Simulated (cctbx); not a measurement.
# A crystallographic session in cctbx: Ce2BeCu2

Library: cctbx 2025.11. The data are simulated by the first script.

## 1. Simulate the data

run.py:

```python
from cctbx import adptbx, crystal, miller, sgtbx, xray
from cctbx.array_family import flex
from iotbx.shelx import hklf
from scitbx import matrix
import scitbx.random

cs = crystal.symmetry(unit_cell=(7.349, 7.349, 3.551, 90, 90, 90), space_group_symbol='Hall: -P 4 2ab')  # P4/mbm
atoms = [  # label, site, U (iso, or U11 U22 U33 U12 U13 U23 in A^2), occupancy
    ("Ce1", (0.6734, 0.1734, 0.5), (0.0129, 0.0129, 0.0065, -0.0014, 0.0000, 0.0000), 1),
    ("Cu1", (0.3769, 0.1231, 0), (0.0074, 0.0074, 0.0113, 0.0004, 0.0000, 0.0000), 1),
    ("Be1", (0, 0, 0), (0.0120, 0.0120, 0.0120, 0.0000, 0.0000, -0.0000), 1),
]
xs = xray.structure(crystal_symmetry=cs)
for label, site, u, occ in atoms:
    u = adptbx.u_cif_as_u_star(cs.unit_cell(), u) if isinstance(u, tuple) else u
    xs.add_scatterer(xray.scatterer(label, site=site, u=u, occupancy=occ))
xs.set_inelastic_form_factors(0.56087, "sasaki")
xs.show_summary()
p1 = xs.expand_to_p1()
ms = miller.build_set(p1, anomalous_flag=True, d_min=0.77)
flex.set_random_seed(188267)
scitbx.random.set_random_seed(188267)
ms = ms.select(flex.random_double(ms.size()) < 0.8)
i = ms.structure_factors_from_scatterers(p1, algorithm="direct").f_calc().as_intensity_array().data()
i = i * 40000 / flex.max(i)
sig = flex.sqrt(i + flex.pow2(0.02 * i) + 4 ** 2)
noise = scitbx.random.variate(scitbx.random.normal_distribution())(i.size())
data = ms.array(data=i + sig * noise, sigmas=sig).set_observation_type_xray_intensity()
with open("data.hkl", "w") as f:
    data.export_as_shelx_hklf(f)
print("reflections written:", data.size(), " <I/sigma> = %.1f" % flex.mean(data.data() / data.sigmas()))
for h, a, b in list(data.sort("data"))[:12]:
    print("%4d%4d%4d %9.1f %7.1f" % (h + (a, b)))
```

```console
$ python run.py
```

```text
Number of scatterers: 3
At special positions: 3
Unit cell: (7.349, 7.349, 3.551, 90, 90, 90)
Space group: P 4/m b m (No. 127)
reflections written: 1424  <I/sigma> = 25.5
   0   0  -2   40003.3   824.6
   0   0   2   39820.4   824.6
  -2  -1  -1   26501.4   546.1
   1   2   1   26481.7   546.1
   1  -2   1   26315.0   546.1
   1  -2  -1   26235.9   546.1
   1   2  -1   26180.6   546.1
  -2  -1   1   26178.3   546.1
  -1  -2  -1   26149.7   546.1
   2  -1   1   25953.4   546.1
   2   1   1   25933.9   546.1
  -1  -2   1   25895.7   546.1
```

It took 0.39 s on 1 thread of Arm Neoverse N1 (shared host), peak memory 0.07 GiB.

## 2. Refinement (right model, isotropic)

run.py:

```python
import math
from cctbx import adptbx, crystal, maptbx, sgtbx, xray
from cctbx.array_family import flex
from cctbx.xray import observations
from iotbx.shelx import hklf
from scitbx.lstbx import normal_eqns_solving
from smtbx import absolute_structure, utils
from smtbx.refinement import constraints, least_squares

cs = crystal.symmetry(unit_cell=(7.349, 7.349, 3.551, 90, 90, 90), space_group_symbol='Hall: -P 4 2ab')  # P4/mbm
atoms = [  # label, site, U (iso, or U11 U22 U33 U12 U13 U23 in A^2), occupancy
    ("Ce1", (0.6738, 0.1738, 0.5), 0.0200, 1),
    ("Cu1", (0.3842, 0.1158, 0), 0.0200, 1),
    ("Be1", (0, 0, 0), 0.0200, 1),
]
xs = xray.structure(crystal_symmetry=cs)
for label, site, u, occ in atoms:
    u = adptbx.u_cif_as_u_star(cs.unit_cell(), u) if isinstance(u, tuple) else u
    xs.add_scatterer(xray.scatterer(label, site=site, u=u, occupancy=occ))
xs.set_inelastic_form_factors(0.56087, "sasaki")
raw = hklf.reader(file_name="data.hkl").as_miller_arrays(crystal_symmetry=cs, anomalous=True)[0]
merged = raw.eliminate_sys_absent().merge_equivalents()
fo2 = merged.array().set_observation_type_xray_intensity()
print("Rint %.3f, %d unique reflections to %.2f A" % (merged.r_int(), fo2.size(), fo2.d_min()))
for sc in xs.scatterers():
    sc.flags.set_grad_site(True)
    sc.flags.set_grad_u_aniso(sc.flags.use_u_aniso())
    sc.flags.set_grad_u_iso(sc.flags.use_u_iso())
obs = fo2.as_xray_observations()
extra = {}
rep = constraints.reparametrisation(xs, [], utils.connectivity_table(xs), **extra)
ls = least_squares.crystallographic_ls(obs, rep, weighting_scheme=least_squares.mainstream_shelx_weighting(a=0, b=0))
print("cycle     R1     wR2    GooF  max shift (A)")
for cycle in range(8):
    ls.build_up()
    r1, wr2, goof = ls.r1_factor(cutoff_factor=2)[0], ls.wR2(), ls.goof()
    old = xs.sites_cart()
    normal_eqns_solving.levenberg_marquardt_iterations(ls, n_max_iterations=3, tau=1e-06, step_threshold=1e-7)
    big = flex.max((xs.sites_cart() - old).norms())
    print("%4d %7.4f %7.4f %7.3f %9.5f" % (cycle + 1, r1, wr2, goof, big))
    ls.build_up(objective_only=True)
    if abs(ls.wR2() - wr2) < 5e-5 and big < 5e-4:
        break
ls.build_up()
print("final R1 %.4f wR2 %.4f GooF %.3f  parameters %d  data/parameter %.1f" % (ls.r1_factor(cutoff_factor=2)[0], ls.wR2(), ls.goof(), ls.n_parameters, fo2.size() / ls.n_parameters))
cov = ls.covariance_matrix_and_annotations()
su = dict(zip(cov.annotations, (math.sqrt(max(v, 0)) for v in cov.matrix.matrix_packed_u_diagonal())))
a2 = cs.unit_cell().reciprocal_parameters()[0] ** -2
print("atom        x        y        z      Ueq    occ   su(xyz)  su(Uiso or U11)")
for sc in xs.scatterers():
    s = max(su.get(sc.label + k, 0) for k in (".x", ".y", ".z"))
    npd = "" if sc.is_positive_definite_u(cs.unit_cell()) else "  NPD"
    print("%-5s %8.5f %8.5f %8.5f %8.4f %6.3f %8.5f %7.4f%s" % ((sc.label,) + sc.site + (sc.u_iso_or_equiv(cs.unit_cell()), sc.occupancy, s, su.get(sc.label + ".uiso", su.get(sc.label + ".u11", 0) * a2), npd)))
fo = fo2.f_sq_as_f()
fc = fo.structure_factors_from_scatterers(xs, algorithm="direct").f_calc()
diff = fo.f_obs_minus_f_calc(1 / math.sqrt(ls.scale_factor()), fc).average_bijvoet_mates()
m = diff.fft_map(symmetry_flags=maptbx.use_space_group_symmetry, resolution_factor=0.25).apply_volume_scaling()
print("difference map: max %.2f min %.2f rms %.2f" % (m.statistics().max(), m.statistics().min(), m.statistics().sigma()))
peaks = m.peak_search(parameters=maptbx.peak_search_parameters(min_distance_sym_equiv=0.6, max_clusters=6)).all()
near = xs.closest_distances(peaks.sites(), distance_cutoff=4)
sps = cs.special_position_settings(min_distance_sym_equiv=0.5)
for k, (x, h) in enumerate(zip(peaks.sites(), peaks.heights())):
    ss = sps.site_symmetry(x)
    print("Q%-3d %7.4f %7.4f %7.4f %4d %7.2f  %.2f A from %s" % ((k + 1,) + tuple(t % 1 for t in ss.exact_site()) + (ss.multiplicity(), h, near.smallest_distances[k], xs.scatterers()[near.i_seqs[k]].label)))
```

```console
$ python run.py
```

```text
Rint 0.019, 145 unique reflections to 0.77 A
cycle     R1     wR2    GooF  max shift (A)
   1  0.1285  0.3231  28.705   0.07521
   2  0.0304  0.0819   7.279   0.00001
final R1 0.0304 wR2 0.0819 GooF 7.279  parameters 5  data/parameter 29.0
atom        x        y        z      Ueq    occ   su(xyz)  su(Uiso or U11)
Ce1    0.67336  0.17336  0.50000   0.0109  1.000  0.00009  0.0004
Cu1    0.37696  0.12304  0.00000   0.0085  1.000  0.00019  0.0005
Be1    0.00000  0.00000  0.00000   0.0093  1.000  0.00000  0.0049
difference map: max 4.17 min -4.98 rms 0.45
Q1    0.1299  0.2816  0.5000    8    4.29  0.46 A from Ce1
Q2    0.1237  0.6237  0.1491    8    1.35  0.53 A from Cu1
Q3    0.1911  0.3089  0.2065    8    1.05  1.06 A from Ce1
Q4    0.1632  0.2710  0.0000    8    0.86  1.82 A from Ce1
Q5    0.1007  0.3337  0.0000    8    0.84  1.67 A from Cu1
Q6    0.0817  0.1511  0.3899   16    0.63  1.51 A from Ce1
```

Time: 0.56 s.

Figures of merit this high mean that the model is still wrong or incomplete.

## 3. Refinement (right model, anisotropic)

run.py, as its changes from the last script of this kind:

```diff
@@ -12,3 +12,3 @@
-    ("Ce1", (0.6738, 0.1738, 0.5), 0.0200, 1),
-    ("Cu1", (0.3842, 0.1158, 0), 0.0200, 1),
-    ("Be1", (0, 0, 0), 0.0200, 1),
+    ("Ce1", (0.67336, 0.17336, 0.5), 0.0109, 1),
+    ("Cu1", (0.37696, 0.12304, 0), 0.0085, 1),
+    ("Be1", (0, 0, 0), 0.0093, 1),
@@ -20,0 +21 @@
+xs.convert_to_anisotropic()
```

```console
$ python run.py
```

```text
Rint 0.019, 145 unique reflections to 0.77 A
cycle     R1     wR2    GooF  max shift (A)
   1  0.0304  0.0819   7.413   0.00039
   2  0.0046  0.0102   0.926   0.00000
final R1 0.0046 wR2 0.0102 GooF 0.926  parameters 10  data/parameter 14.5
atom        x        y        z      Ueq    occ   su(xyz)  su(Uiso or U11)
Ce1    0.67340  0.17340  0.50000   0.0108  1.000  0.00001  0.0001
Cu1    0.37693  0.12307  0.00000   0.0088  1.000  0.00002  0.0001
Be1    0.00000  0.00000  0.00000   0.0125  1.000  0.00000  0.0011
difference map: max 0.31 min -0.26 rms 0.07
Q1    0.0939  0.5939  0.5000    4    0.31  1.80 A from Cu1
Q2    0.2625  0.2375  0.3555    8    0.21  1.06 A from Ce1
Q3    0.1631  0.3369  0.0000    4    0.20  1.78 A from Ce1
Q4    0.0500  0.8479  0.1257   16    0.17  1.26 A from Be1
Q5    0.1523  0.6523  0.3720    8    0.16  1.36 A from Cu1
Q6    0.0790  0.7545  0.5000    8    0.16  1.89 A from Ce1
```

Time: 0.52 s.

## 4. Refinement

run.py, as its changes from the last script of this kind:

```diff
@@ -14 +14 @@
-    ("Be1", (0, 0, 0), 0.0093, 1),
+    ("C1", (0, 0, 0), 0.0093, 1),
@@ -35 +35 @@
-for cycle in range(8):
+for cycle in range(12):
```

```console
$ python run.py
```

```text
Rint 0.019, 145 unique reflections to 0.77 A
cycle     R1     wR2    GooF  max shift (A)
   1  0.0352  0.0863   7.808   0.00034
   2  0.0082  0.0203   1.833   0.00000
final R1 0.0082 wR2 0.0203 GooF 1.833  parameters 10  data/parameter 14.5
atom        x        y        z      Ueq    occ   su(xyz)  su(Uiso or U11)
Ce1    0.67339  0.17339  0.50000   0.0108  1.000  0.00002  0.0001
Cu1    0.37696  0.12304  0.00000   0.0088  1.000  0.00005  0.0002
C1     0.00000  0.00000  0.00000   0.0258  1.000  0.00000  0.0023
difference map: max 0.34 min -0.95 rms 0.13
Q1    0.0953  0.5953  0.5000    4    0.34  1.80 A from Cu1
Q2    0.2686  0.2314  0.3551    8    0.24  1.12 A from Ce1
Q3    0.1645  0.3355  0.0000    4    0.24  1.78 A from Ce1
Q4    0.0768  0.7540  0.5000    8    0.21  1.91 A from Ce1
Q5    0.0510  0.8411  0.1231   16    0.19  1.30 A from C1
Q6    0.1786  0.1984  0.0000    8    0.16  1.56 A from Cu1
```

Time: 0.54 s.

This run holds a fault made on purpose: wrong element: C1 is Be.

## 5. Refinement

run.py, as its changes from the last script of this kind:

```diff
@@ -14 +13,0 @@
-    ("C1", (0, 0, 0), 0.0093, 1),
```

```console
$ python run.py
```

```text
Rint 0.019, 145 unique reflections to 0.77 A
cycle     R1     wR2    GooF  max shift (A)
   1  0.0430  0.1113   9.994   0.00027
   2  0.0277  0.0727   6.530   0.00000
final R1 0.0277 wR2 0.0727 GooF 6.530  parameters 8  data/parameter 18.1
atom        x        y        z      Ueq    occ   su(xyz)  su(Uiso or U11)
Ce1    0.67333  0.17333  0.50000   0.0105  1.000  0.00008  0.0004
Cu1    0.37697  0.12303  0.00000   0.0086  1.000  0.00017  0.0005
difference map: max 10.05 min -0.67 rms 0.37
Q1    0.0000  0.0000  0.0000    2   10.05  2.91 A from Cu1
Q2    0.1807  0.3193  0.5000    4    0.56  0.08 A from Ce1
Q3    0.1350  0.6350  0.5000    4    0.48  1.78 A from Cu1
Q4    0.0357  0.8695  0.1484   16    0.40  1.99 A from Cu1
Q5    0.1018  0.6018  0.0000    4    0.38  0.22 A from Cu1
Q6    0.1087  0.1106  0.0000    8    0.38  1.97 A from Cu1
```

Time: 0.52 s.

This run holds a fault made on purpose: atom left out: Be1.

## 6. Refinement

run.py, as its changes from the last script of this kind:

```diff
@@ -13,0 +14 @@
+    ("Be1", (0, 0, 0), 0.0093, 1),
@@ -19 +20 @@
-xs.set_inelastic_form_factors(0.56087, "sasaki")
+xs.set_inelastic_form_factors(1.54184, "sasaki")
```

```console
$ python run.py
```

```text
Rint 0.019, 145 unique reflections to 0.77 A
cycle     R1     wR2    GooF  max shift (A)
   1  0.0765  0.2141  19.371   0.00199
   2  0.0255  0.0924   8.364   0.00015
final R1 0.0256 wR2 0.0924 GooF 8.361  parameters 10  data/parameter 14.5
atom        x        y        z      Ueq    occ   su(xyz)  su(Uiso or U11)
Ce1    0.67342  0.17342  0.50000   0.0121  1.000  0.00011  0.0005
Cu1    0.37717  0.12283  0.00000   0.0005  1.000  0.00023  0.0007  NPD
Be1    0.00000  0.00000  0.00000   0.0056  1.000  0.00000  0.0088  NPD
difference map: max 3.13 min -1.77 rms 0.43
Q1    0.1079  0.6079  0.0000    4    3.22  0.16 A from Cu1
Q2    0.1322  0.6322  0.5000    4    2.44  1.78 A from Cu1
Q3    0.0258  0.8060  0.0000    8    1.23  1.44 A from Be1
Q4    0.0237  0.8901  0.0000    8    1.22  0.83 A from Be1
Q5    0.1715  0.3285  0.5000    4    1.19  0.02 A from Ce1
Q6    0.0864  0.4136  0.5000    4    0.86  0.90 A from Ce1
```

Run time: 0.56 s on 1 thread of Arm Neoverse N1, on a shared host, peak memory 0.09 GiB.

This run holds a fault made on purpose: dispersion terms of the wrong wavelength.

[Logs are printed without paths, hosts, clocks, repeated set-up lines and the standing remarks that a program may print on its own settings, such as how far it seeks lower states.]
